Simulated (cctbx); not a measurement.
# Accept or mend?

Cell a = 8.0690 Å, b = 8.0690 Å, c = 13.0860 Å, α = 90.00°, β = 90.00°, γ = 90.00°; space group I4/mcm (no. 140). The compound is TbDy4HoAu2.

Simulated single-crystal data (cctbx): Mo Kα, λ = 0.71073 Å, to d = 0.8 Å, 50 % of the full sphere, strongest reflection 20000 counts, noise from counting, a 2 % proportional error and a noise floor of 8 counts (s.d.); no absorption, and some extinction, which the refinements don't model.

An anisotropic refinement with weights 1/σ² prints:

```text
Rint 0.024, 254 unique reflections to 0.80 A
cycle     R1     wR2    GooF  max shift (A)
   1  0.0181  0.0401   2.198   0.00025
   2  0.0119  0.0240   1.316   0.00000
final R1 0.0119 wR2 0.0240 GooF 1.316  parameters 14  data/parameter 18.1
atom        x        y        z      Ueq    occ   su(xyz)  su(Uiso or U11)
Au1    0.13515  0.36485  0.00000   0.0043  1.000  0.00003  0.0001
Ho1    0.50000  0.50000  0.25000   0.0027  1.000  0.00000  0.0002
Dy1    0.34681  0.15319  0.13910   0.0023  1.000  0.00003  0.0001
Tb1    0.00000  0.00000  0.00000   0.0025  1.000  0.00000  0.0002
difference map: max 1.19 min -1.90 rms 0.31
Q1    0.1220  0.3780  0.3190   16    1.20  0.65 A from Dy1
Q2    0.0672  0.4328  0.5000    8    1.18  1.72 A from Au1
Q3    0.0478  0.4522  0.0000    8    1.02  1.00 A from Au1
Q4    0.0394  0.4606  0.3279   16    1.01  1.37 A from Dy1
Q5    0.2067  0.2933  0.5000    8    0.95  1.80 A from Au1
Q6    0.0386  0.3788  0.1292   32    0.89  1.57 A from Dy1
```

**Question.** Can this result stand? If not, what is the likely fault?

Mend it. The fault: anomalous dispersion left out. Against the right model at the same level, R1 goes from 0.0097 to 0.0119 and GooF from 1.02 to 1.32. No atom is wrong: without f′ and f″ the atoms near an edge get the wrong scattering power, which U and the scale absorb. The signs are weak, and the output alone doesn't single this fault out.

The compound is TbDy4HoAu2. The right model at the same level gives:

```text
Rint 0.024, 254 unique reflections to 0.80 A
cycle     R1     wR2    GooF  max shift (A)
   1  0.0104  0.0200   1.096   0.00016
   2  0.0097  0.0187   1.024   0.00000
final R1 0.0097 wR2 0.0187 GooF 1.024  parameters 14  data/parameter 18.1
atom        x        y        z      Ueq    occ   su(xyz)  su(Uiso or U11)
Au1    0.13514  0.36486  0.00000   0.0032  1.000  0.00003  0.0001
Ho1    0.50000  0.50000  0.25000   0.0031  1.000  0.00000  0.0002
Dy1    0.34682  0.15318  0.13912   0.0027  1.000  0.00002  0.0001
Tb1    0.00000  0.00000  0.00000   0.0029  1.000  0.00000  0.0002
difference map: max 1.47 min -1.55 rms 0.26
Q1    0.0470  0.4530  0.5000    8    1.52  1.63 A from Au1
Q2    0.2018  0.2982  0.5000    8    1.05  1.86 A from Au1
Q3    0.0000  0.5000  0.1865    8    0.86  1.85 A from Dy1
Q4    0.0201  0.2174  0.0000   16    0.72  1.51 A from Au1
Q5    0.1277  0.2436  0.1479   32    0.72  1.92 A from Dy1
Q6    0.0620  0.4380  0.3696   16    0.70  1.05 A from Dy1
```

The model was made for the exercise: a known structure type with other elements put in, its volume estimated, not relaxed; displacement parameters are assumed.

[Middle refinement cycles are left out of these outputs.]

[Logs are printed without paths, hosts, clocks, repeated set-up lines and the standing remarks that a program may print on its own settings, such as how far it seeks lower states.]
